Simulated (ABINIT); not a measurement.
Computed results, one entry a study.

```cif
data_cdse
_symmetry_space_group_name_H-M 'F-43m'
_symmetry_Int_Tables_number 216
_cell_length_a 6.1405
_cell_length_b 6.1405
_cell_length_c 6.1405
_cell_angle_alpha 90.000
_cell_angle_beta 90.000
_cell_angle_gamma 90.000
_cell_volume 231.54
loop_
_atom_site_label
_atom_site_type_symbol
_atom_site_symmetry_multiplicity
_atom_site_Wyckoff_symbol
_atom_site_fract_x
_atom_site_fract_y
_atom_site_fract_z
_atom_site_occupancy
Cd1 Cd 4 a 0.00000 0.00000 0.00000 1
Se1 Se 4 c 0.25000 0.25000 0.25000 1
_calc_subject 'Beyond one shot: CdSe (F-43m)'
_calc_method 'RPA screening on PBE from quasiparticle energies and orbitals, plane waves, norm-conserving pseudopotentials (and 4 further levels or steps)'
_calc_program 'ABINIT 10.8.3'
_calc_settings 'cutoff 48 Ha, PseudoDojo scalar-relativistic 0.4 stringent, norm-conserving, ngkpt (4, 4, 4), nband 89, ecuteps 4 Ha, gwcalctyp 27, nfreqre 1, inclvkb 2, shiftk (0, 0, 0), symchi 1, awtr 1, frequency static, cycle 7, q points all but q = 0, 4×4×4 k-mesh'
_calc_cost '22 runs, 36 min in all on 4 MPI ranks of Intel Xeon 6975P-C (Granite Rapids), shared host'
_calc_notes 'The cell and positions are those that the Materials Project relaxed with its own functionals (PBE, PBE+U or r2SCAN), kept fixed. Limits: no spin-orbit coupling. The 4×4×4 mesh is coarse for this cell, which bears on the long-range parts of exchange and screening. For the PBE start: The RPA ε∞ on this mesh reaches over 25; with a narrow direct gap a coarse mesh can overstate it, and the correction is then too small.'
_calc_g0w0 '1.080 eV'
_calc_self_consistent_cohsex_cycle_1 '1.534 eV'
_calc_self_consistent_cohsex_cycle_2 '1.886 eV'
_calc_self_consistent_cohsex_cycle_3 '1.957 eV'
_calc_self_consistent_cohsex_cycle_4 '1.943 eV'
_calc_self_consistent_cohsex_cycle_5 '1.913 eV'
_calc_self_consistent_cohsex_cycle_6 '1.891 eV'
_calc_self_consistent_cohsex_cycle_7 '1.880 eV'
_calc_known_limits 'short of the basis limit; mesh may overstate the screening; no spin-orbit coupling; coarse k mesh'
```

[Long decimals in the printed logs are rounded to 6 places.]

[Logs are printed without paths, hosts, clocks, repeated set-up lines and the standing remarks that a program may print on its own settings, such as how far it seeks lower states.]

[Paths, hosts, dates, memory and timing lines, banners, echoed tables and standing remarks are left out of the program output; an Ansatz launch command may be rebuilt from the run's recorded settings. Measured values are a selection of at most five: reports struck by readers or far from the other reports are left out. None is set beside runs whose start may be inverted or whose files or cutoffs have a known fault.]

[Runs of the session that timed out or met a known fault of the program may be left out.]

[Hosts, paths, dates, database ids (printed as entryN), source tags and the programs' standing remarks are cut or masked in the printed files.]

[G0W0 gaps are taken among the corrected bands and points alone; a level outside them can change the order at an edge.]

[Where Ansatz stands beside ABINIT at settings called matched, ABINIT's density can come from a denser mesh and the files from another edition; pairs whose starting gaps differed by over 0.03 eV were left out, so agreement reads better than it is.]
